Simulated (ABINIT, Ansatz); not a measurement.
# How the form of the self-energy moves the gap of ZrSe3 (P2_1/m)

Aim: compare treatments of exchange, screening and correlation for the gap of ZrSe3 (P2_1/m).

Calculated with ABINIT 10.8.3; PBEsol and many-body steps on it, plane waves.

## 1. The structure

The structure is monoclinic, space group P2_1/m (No. 11). The conventional cell has a = 5.411 Å, b = 3.749 Å, c = 9.444 Å, α = 90.00°, β = 97.48°, γ = 90.00°. Nearest to Zr lie 8 Se at 2.72 to 2.87 Å. Nearest to Se lie 4 Zr at 2.72 to 2.87 Å. Se has 1 Se at 2.34 Å and 2 Zr at 2.73 Å nearest. Nearest to Se lie 1 Se at 2.34 Å and 2 Zr at 2.74 Å. Farther neighbours and most contacts between anions are not listed.

The cell and positions come from the Crystallography Open Database and are kept as given unless a step says otherwise.

## 2. Empty states on the mesh, 2×4×1 mesh, 430 bands

This step: ABINIT 10.8.3; DFT, PBEsol, plane waves, norm-conserving pseudopotentials.

The sums over transitions need many empty states on a uniform mesh; this step solves for them.

The input, run.abi:

```
acell 3*1.0 Angstrom
rprim 
  5.410900000000 -0.000000000000 -0.000000000000
  -0.000000000000 3.748800000000 0.000000000000
  -1.229420909100 0.000000000000 9.363634990100
ntypat 2
znucl 40 34
natom 8
typat 1 1 2 2 2 2 2 2
xred 
  0.285000000000 0.250000000000 0.656000000000
  0.715000000000 0.750000000000 0.344000000000
  0.762000000000 0.250000000000 0.554000000000
  0.238000000000 0.750000000000 0.446000000000
  0.456000000000 0.250000000000 0.174000000000
  0.544000000000 0.750000000000 0.826000000000
  0.888000000000 0.250000000000 0.169000000000
  0.112000000000 0.750000000000 0.831000000000
pp_dirpath "pseudos"
pseudos "Zr.upf, Se.upf"
ecut 48
ngkpt 2 4 1
nshiftk 1
shiftk 0 0 0
kptopt 1
chksymbreak 0
iscf -2
irdden 1
istwfk *1
nband 430
nbdbuf 38
tolwfr 1e-09
nstep 60
prtvol 0
indata_prefix "in"
outdata_prefix "out"
tmpdata_prefix "tmp"
```

The run is started by

```bash
$ OMP_NUM_THREADS=1 mpirun -n 16 abinit run.abi > log
```

Numbers of over 12 decimals in the logs are rounded to 6 here.

What it wrote:

```text
.Version 10.8.3 of ABINIT. v10.8.2 released Aug 2026.

 Symmetries : space group P2_1/m (# 11); Bravais mP (primitive monocl.)
[... echo of the input left out ...]
== DATASET  1 ==================================================================
-   mpi_nproc: 16, omp_nthreads: 1 (-1 if OMP is not activated)
-    --> not optimal distribution: autoparal keyword recommended in input file <--

--- !DatasetInfo
iteration_state: {dtset: 1, }
dimensions: {natom: 8, nkpt: 6, mband: 430, nsppol: 1, nspinor: 1, nspden: 1, mpw: 20400, }
cutoff_energies: {ecut:  48.0, pawecutdg:  -1.0, }
[...]
3.00419    3.00542    3.00889    3.01749    3.01781    3.02148    3.02689    3.04126
   3.04297    3.04835    3.06015    3.06222    3.06453    3.06778    3.07385    3.08957
   3.09421    3.09815    3.10386    3.11109    3.11932    3.12375
 prteigrs : prtvol=0 or 1, do not print more k-points.

== END DATASET(S) ==============================================================
================================================================================

 -outvars: echo values of variables after computation  --------
            nband         430
             nkpt           6
          spgroup          11
 [... the other variables as echoed above ...]

 Calculation completed.
```

It took 29 min on 16 MPI ranks of Arm Neoverse N1, shared host; peak memory 2.5 GiB; 7.8 h of CPU time.

Numbers from this step:

```
gap                                                           : 0.3293 eV
k of the valence top                                          : 0, 0, 0
k of the conduction bottom                                    : 0.5, 0, 0
least direct gap                                              : 0.6289 eV
k points computed                                             : 6
lowest point of the top converged band, above the valence top : 70.3787 eV
```

On this mesh the gap is 0.329 eV.

The density comes from a self-consistent run that is not shown.

## 3. Screening, 2×4×1 mesh, 209 bands, screening to 114.3 eV

The RPA dielectric matrix is built and inverted for each q.

This step: RPA screening on PBEsol, plane waves, norm-conserving pseudopotentials.

run.abi, as its differences from that of step 2:

```diff
@@ -26,10 +26,11 @@
 chksymbreak 0
-iscf -2
-irdden 1
 istwfk *1
-nband 430
-nbdbuf 38
-tolwfr 1e-09
-nstep 60
-prtvol 0
+occopt 1
+irdwfk 1
+optdriver 3
+nband 209
+ecuteps 4.2
+inclvkb 2
+awtr 1
+symchi 1
 indata_prefix "in"
```

What it wrote:

```text
.Version 10.8.3 of ABINIT. v10.8.2 released Aug 2026.

 Symmetries : space group P2_1/m (# 11); Bravais mP (primitive monocl.)
[... echo of the input left out ...]
== DATASET  1 ==================================================================
-   mpi_nproc: 16, omp_nthreads: 1 (-1 if OMP is not activated)

--- !DatasetInfo
iteration_state: {dtset: 1, }
dimensions: {natom: 8, nkpt: 6, mband: 209, nsppol: 1, nspinor: 1, nspden: 1, mpw: 20400, }
cutoff_energies: {ecut:  48.0, pawecutdg:  -1.0, }
electrons: {nelect:   1.68000000E+02, charge:   0.00000000E+00, occopt:   1.00000000E+00, tsmear:   1.00000000E-02, }

 SCREENING: Calculation of the susceptibility and dielectric matrices

 Based on a program developped by R.W. Godby, V. Olevano, G. Onida, and L. Reining.
 Incorporated in ABINIT by V. Olevano, G.-M. Rignanese, and M. Torrent.
.Using double precision arithmetic ; gwpc =  8

[... cell and pseudopotentials left out ...]
--------------------------------------------------------------------------------

 ==== K-mesh for the wavefunctions ====
 Number of points in the irreducible wedge :     6
[... list of points left out ...]
 Together with  4 symmetry operations and time-reversal symmetry
 yields     8 points in the full Brillouin Zone.

 ==== Q-mesh for the screening function ====
 Number of points in the irreducible wedge :     6
[... list of points left out ...]
 Together with  4 symmetry operations and time-reversal symmetry
 yields     8 points in the full Brillouin Zone.

 setmesh: FFT mesh size selected  =    45x   30x   72
          total number of points  =        97200

 vcoul_init : cutoff-mode = AUXILIARY_FUNCTION
 q-points for optical limit:   1
     1)      0.000010    0.000020    0.000030

- screening: taking advantage of time-reversal symmetry
- Maximum band index for partially occupied states nbvw = 84
- Remaining bands to be divided among processors   nbcw = 125
- Number of bands treated by each node ~7

 Number of electrons calculated from density =  168.0000; Expected =  168.0000
 average of density, n =  0.131071
 r_s =    1.2212
 omega_plasma =   34.9228 [eV]

 calculating chi0 at frequencies [eV] :
  1    0.000000E+00    0.000000E+00
  2    0.000000E+00    3.492278E+01

--------------------------------------------------------------------------------
  q-point number  1        q = ( 0.000000, 0.000000, 0.000000) [r.l.u.]
--------------------------------------------------------------------------------
[... chi0 elements left out ...]
 For q-point:  0.000010 0.000020 0.000030
  dielectric constant =  16.0725
  dielectric constant without local fields =  18.6875

  Average fulfillment of the sum rule on Im[epsilon] for q-point    1 :     30.17  [%]
[... wings left out ...]
  q-point number  2        q = ( 0.500000, 0.000000, 0.000000) [r.l.u.]
--------------------------------------------------------------------------------
[... chi0 elements left out ...]
  Average fulfillment of the sum rule on Im[epsilon] for q-point    2 :     31.80  [%]

 [... 4 further q-points ...]
```

Wall time 7.1 min (16 MPI ranks); peak memory 20 GiB; 1.9 h of CPU time.

Numbers from this step:

| Quantity | Value |
| --- | --- |
| ε∞ with local fields, on this mesh, along the program's q direction | 16.07 |
| the same without local fields | 18.69 |
| plasma frequency | 34.92 eV |
| plane waves in the screening matrix | 521 |

Local fields lower ε∞ by 14 %. On a Γ-centred mesh this coarse the value itself is usually too large, while a short band sum pulls it down.

## 4. G0W0, Godby-Needs plasmon pole

The self-energy is evaluated for the states that the input lists, and the levels follow from it, in one-shot runs by the linearised quasiparticle equation.

This step: G0W0 on PBEsol, plane waves, norm-conserving pseudopotentials.

run.abi, as its differences from that of step 3:

```diff
@@ -29,8 +29,17 @@
 irdwfk 1
-optdriver 3
+optdriver 4
 nband 209
+gwcalctyp 0
+ecutsigx 48
+symsigma 1
+nkptgw 2
+kptgw 
+  0.0000000000 0.0000000000 0.0000000000
+  0.5000000000 0.0000000000 0.0000000000
+bdgw 
+  83 86
+  83 86
 ecuteps 4.2
-inclvkb 2
-awtr 1
-symchi 1
+irdscr 1
+ppmodel 1
 indata_prefix "in"
```

What it wrote:

```text
.Version 10.8.3 of ABINIT. v10.8.2 released Aug 2026.

 Symmetries : space group P2_1/m (# 11); Bravais mP (primitive monocl.)
[... echo of the input left out ...]
== DATASET  1 ==================================================================
-   mpi_nproc: 16, omp_nthreads: 1 (-1 if OMP is not activated)

--- !DatasetInfo
iteration_state: {dtset: 1, }
dimensions: {natom: 8, nkpt: 6, mband: 209, nsppol: 1, nspinor: 1, nspden: 1, mpw: 20400, }
cutoff_energies: {ecut:  48.0, pawecutdg:  -1.0, }
electrons: {nelect:   1.68000000E+02, charge:   0.00000000E+00, occopt:   1.00000000E+00, tsmear:   1.00000000E-02, }

 SIGMA: Calculation of the GW corrections

 Based on a program developped by R.W. Godby, V. Olevano, G. Onida, and L. Reining.
 Incorporated in ABINIT by V. Olevano, G.-M. Rignanese, and M. Torrent.
.Using double precision arithmetic ; gwpc =  8

[... cell and pseudopotentials left out ...]
--------------------------------------------------------------------------------

 ==== K-mesh for the wavefunctions ====
 Number of points in the irreducible wedge :     6
[... list of points left out ...]
 Together with  4 symmetry operations and time-reversal symmetry
 yields     8 points in the full Brillouin Zone.

 ==== Q-mesh for screening function ====
 Number of points in the irreducible wedge :     6
[... list of points left out ...]
 Together with  4 symmetry operations and time-reversal symmetry
 yields     8 points in the full Brillouin Zone.

 vcoul_init : cutoff-mode = AUXILIARY_FUNCTION
 q-points for optical limit:   1
     1)      0.000010    0.000020    0.000030
 setmesh: FFT mesh size selected  =    72x   48x  120
          total number of points  =       414720

 Number of electrons calculated from density =  168.0000; Expected =  168.0000
 average of density, n =  0.131071
 r_s =    1.2212
 omega_plasma =   34.9228 [eV]

 === KS Band Gaps ===
  >>>> For spin  1
   Minimum direct gap =   0.6288 [eV], located at k-point      :   0.5000  0.0000  0.0000
   Fundamental gap    =   0.3292 [eV], Top of valence bands at :   0.0000  0.0000  0.0000
                                       Bottom of conduction at :   0.5000  0.0000  0.0000
 SIGMA fundamental parameters:
 PLASMON POLE MODEL  1
 number of plane-waves for SigmaX                20343
 number of plane-waves for SigmaC and W            521
 number of plane-waves for wavefunctions         20343
 number of bands                                   209
 number of independent spin polarizations            1
 number of spinorial components                      1
 number of k-points in IBZ                           6
 number of q-points in IBZ                           6
 number of symmetry operations                       4
 number of k-points in BZ                            8
 number of q-points in BZ                            8
 number of frequencies for dSigma/dE                 9
 frequency step for dSigma/dE [eV]                0.25
 number of omega for Sigma on real axis              0
 max omega for Sigma on real axis  [eV]           0.00
 zcut for avoiding poles [eV]                     0.10

 EPSILON^-1 parameters (SCR file):
 dimension of the eps^-1 matrix on file            521
 dimension of the eps^-1 matrix used               521
 number of plane-waves for wavefunctions         20343
 number of bands                                   209
 number of q-points in IBZ                           6
 number of frequencies                               2
 number of real frequencies                          1
 number of imag frequencies                          1

 matrix elements of self-energy operator (all in [eV])

 Perturbative Calculation

--- !SelfEnergy_ee
iteration_state: {dtset: 1, }
kpoint     : [   0.000,    0.000,    0.000, ]
spin       : 1
KS_gap     :    0.661
QP_gap     :    1.176
Delta_QP_KS:    0.516
data: !SigmaeeData |
     Band     E0 <VxcDFT>   SigX SigC(E0)      Z dSigC/dE  Sig(E)    E-E0       E
       83   6.375 -14.787 -16.246   1.855   0.795  -0.258 -14.472   0.315   6.690
       84   6.485 -15.017 -16.886   2.238   0.795  -0.257 -14.724   0.293   6.778
       85   7.146 -13.062  -8.336  -3.713   0.798  -0.253 -12.254   0.809   7.954
       86   7.529 -13.521  -8.085  -4.254   0.794  -0.260 -12.583   0.938   8.467

--- !SelfEnergy_ee
iteration_state: {dtset: 1, }
kpoint     : [   0.500,    0.000,    0.000, ]
spin       : 1
KS_gap     :    0.629
QP_gap     :    1.201
Delta_QP_KS:    0.572
data: !SigmaeeData |
     Band     E0 <VxcDFT>   SigX SigC(E0)      Z dSigC/dE  Sig(E)    E-E0       E
       83   6.114 -14.718 -16.655   2.209   0.795  -0.258 -14.502   0.216   6.329
       84   6.185 -14.776 -16.630   2.140   0.794  -0.259 -14.549   0.228   6.413
       85   6.814 -13.767  -9.969  -2.791   0.794  -0.260 -12.968   0.800   7.614
       86   7.155 -14.047 -10.034  -2.911   0.793  -0.261 -13.173   0.873   8.029

== END DATASET(S) ==============================================================
================================================================================

 -outvars: echo values of variables after computation  --------
           etotal      0.0000000000E+00
            nband         209
             nkpt           6
          spgroup          11
 [... the other variables as echoed above ...]

 Calculation completed.
```

Elapsed: 32 s, on 16 MPI ranks; peak memory 8.5 GiB; 8.6 min of CPU time.

This step gave:

| Property | Result |
| --- | --- |
| G0W0 gap on the points computed | 0.8360 eV |
| starting gap on the mesh | 0.3293 eV |
| k of the valence top | 0, 0, 0 |
| k of the conduction bottom | 0.5, 0, 0 |
| Z at the valence top | 0.795 |
| Z at the conduction bottom | 0.794 |
| least direct G0W0 gap on the computed points | 1.176 eV |

The gap on the mesh goes from 0.33 eV to 0.84 eV, a correction of +0.51 eV.

## 5. G0W0, Engel-Farid plasmon pole

run.abi, as its differences from that of step 4:

```diff
@@ -43,3 +43,3 @@
 irdscr 1
-ppmodel 1
+ppmodel 4
 indata_prefix "in"
```

What it wrote:

```text
.Version 10.8.3 of ABINIT. v10.8.2 released Aug 2026.

 Symmetries : space group P2_1/m (# 11); Bravais mP (primitive monocl.)
[... echo of the input left out ...]
== DATASET  1 ==================================================================
-   mpi_nproc: 16, omp_nthreads: 1 (-1 if OMP is not activated)

--- !DatasetInfo
iteration_state: {dtset: 1, }
dimensions: {natom: 8, nkpt: 6, mband: 209, nsppol: 1, nspinor: 1, nspden: 1, mpw: 20400, }
cutoff_energies: {ecut:  48.0, pawecutdg:  -1.0, }
electrons: {nelect:   1.68000000E+02, charge:   0.00000000E+00, occopt:   1.00000000E+00, tsmear:   1.00000000E-02, }

 SIGMA: Calculation of the GW corrections

 Based on a program developped by R.W. Godby, V. Olevano, G. Onida, and L. Reining.
 Incorporated in ABINIT by V. Olevano, G.-M. Rignanese, and M. Torrent.
.Using double precision arithmetic ; gwpc =  8

[... cell and pseudopotentials left out ...]
--------------------------------------------------------------------------------

 ==== K-mesh for the wavefunctions ====
 Number of points in the irreducible wedge :     6
[... list of points left out ...]
 Together with  4 symmetry operations and time-reversal symmetry
 yields     8 points in the full Brillouin Zone.

 ==== Q-mesh for screening function ====
 Number of points in the irreducible wedge :     6
[... list of points left out ...]
 Together with  4 symmetry operations and time-reversal symmetry
 yields     8 points in the full Brillouin Zone.

 vcoul_init : cutoff-mode = AUXILIARY_FUNCTION
 q-points for optical limit:   1
     1)      0.000010    0.000020    0.000030
 setmesh: FFT mesh size selected  =    72x   48x  120
          total number of points  =       414720

 Number of electrons calculated from density =  168.0000; Expected =  168.0000
[...]
number of omega for Sigma on real axis              0
 max omega for Sigma on real axis  [eV]           0.00
 zcut for avoiding poles [eV]                     0.10

 EPSILON^-1 parameters (SCR file):
 dimension of the eps^-1 matrix on file            521
 dimension of the eps^-1 matrix used               521
 number of plane-waves for wavefunctions         20343
 number of bands                                   209
 number of q-points in IBZ                           6
 number of frequencies                               2
 number of real frequencies                          1
 number of imag frequencies                          1

 matrix elements of self-energy operator (all in [eV])

 Perturbative Calculation

--- !SelfEnergy_ee
iteration_state: {dtset: 1, }
kpoint     : [   0.000,    0.000,    0.000, ]
spin       : 1
KS_gap     :    0.661
QP_gap     :    1.240
Delta_QP_KS:    0.580
data: !SigmaeeData |
     Band     E0 <VxcDFT>   SigX SigC(E0)      Z dSigC/dE  Sig(E)    E-E0       E
       83   6.375 -14.787 -16.246   1.740   0.805  -0.243 -14.561   0.226   6.601
       84   6.485 -15.017 -16.886   2.102   0.806  -0.240 -14.829   0.188   6.673
       85   7.146 -13.062  -8.336  -3.774   0.806  -0.241 -12.295   0.768   7.913
[...]
--- !SelfEnergy_ee
iteration_state: {dtset: 1, }
kpoint     : [   0.500,    0.000,    0.000, ]
spin       : 1
KS_gap     :    0.629
QP_gap     :    1.219
Delta_QP_KS:    0.590
data: !SigmaeeData |
     Band     E0 <VxcDFT>   SigX SigC(E0)      Z dSigC/dE  Sig(E)    E-E0       E
[...]
85   6.814 -13.767  -9.969  -2.902   0.801  -0.248 -13.049   0.718   7.533
       86   7.155 -14.047 -10.034  -3.016   0.800  -0.249 -13.249   0.798   7.953

== END DATASET(S) ==============================================================
================================================================================

 -outvars: echo values of variables after computation  --------
           etotal      0.0000000000E+00
            nband         209
             nkpt           6
          spgroup          11
 [... the other variables as echoed above ...]

 Calculation completed.
```

Run time: 63 s. Hardware: 16 MPI ranks; peak memory 7.8 GiB.

Numbers from this step:

| Property | Result |
| --- | --- |
| G0W0 gap on the points computed | 0.8600 eV |
| starting gap on the mesh | 0.3293 eV |
| k of the valence top | 0, 0, 0 |
| k of the conduction bottom | 0.5, 0, 0 |
| Z at the valence top | 0.806 |
| Z at the conduction bottom | 0.801 |
| least direct G0W0 gap on the computed points | 1.220 eV |

Against G0W0 in ABINIT (2×4×1 mesh, 209 bands, screening to 114.3 eV, Godby-Needs plasmon pole), the gap moves by +0.024 eV.

## 6. G0W0, von der Linden-Horsch plasmon pole

run.abi, as its differences from that of step 5:

```diff
@@ -43,3 +43,3 @@
 irdscr 1
-ppmodel 4
+ppmodel 3
 indata_prefix "in"
```

What it wrote:

```text
.Version 10.8.3 of ABINIT. v10.8.2 released Aug 2026.

 Symmetries : space group P2_1/m (# 11); Bravais mP (primitive monocl.)
[... echo of the input left out ...]
== DATASET  1 ==================================================================
-   mpi_nproc: 16, omp_nthreads: 1 (-1 if OMP is not activated)

--- !DatasetInfo
iteration_state: {dtset: 1, }
dimensions: {natom: 8, nkpt: 6, mband: 209, nsppol: 1, nspinor: 1, nspden: 1, mpw: 20400, }
cutoff_energies: {ecut:  48.0, pawecutdg:  -1.0, }
[...]
Band     E0 <VxcDFT>   SigX SigC(E0)      Z dSigC/dE  Sig(E)    E-E0       E
[...]
85   6.814 -13.767  -9.969  -3.108   0.875  -0.143 -13.163   0.605   7.419
       86   7.155 -14.047 -10.034  -3.206   0.874  -0.144 -13.342   0.705   7.860

== END DATASET(S) ==============================================================
================================================================================

 -outvars: echo values of variables after computation  --------
           etotal      0.0000000000E+00
            nband         209
             nkpt           6
          spgroup          11
 [... the other variables as echoed above ...]

 Calculation completed.
```

Wall time 63 s (16 MPI ranks); peak memory 7.8 GiB.

This step gave:

```yaml
g0w0_gap_on_the_points_computed: 0.8780 eV
starting_gap_on_the_mesh: 0.3293 eV
k_of_the_valence_top: 0, 0, 0
k_of_the_conduction_bottom: 0.5, 0, 0
least_direct_g0w0_gap_on_the_computed_points: 1.226 eV
```

Against G0W0 in ABINIT (2×4×1 mesh, 209 bands, screening to 114.3 eV, Godby-Needs plasmon pole), the gap moves by +0.042 eV.

[end of part 1 of 2]

[Paths, hosts, dates, memory and timing lines, banners, echoed tables and standing remarks are left out of the program output.]

[Logs are printed without paths, hosts, clocks, repeated set-up lines and the standing remarks that a program may print on its own settings, such as how far it seeks lower states.]

[Runs of the session that timed out or met a known fault of the program may be left out.]

[Hosts, paths, dates, database ids (printed as entryN), source tags and the programs' standing remarks are cut or masked in the printed files.]

[G0W0 gaps are taken among the corrected bands and points alone; a level outside them can change the order at an edge.]

[Where Ansatz stands beside ABINIT at settings called matched, ABINIT's density can come from a denser mesh and the files from another edition; pairs whose starting gaps differed by over 0.03 eV were left out, so agreement reads better than it is.]
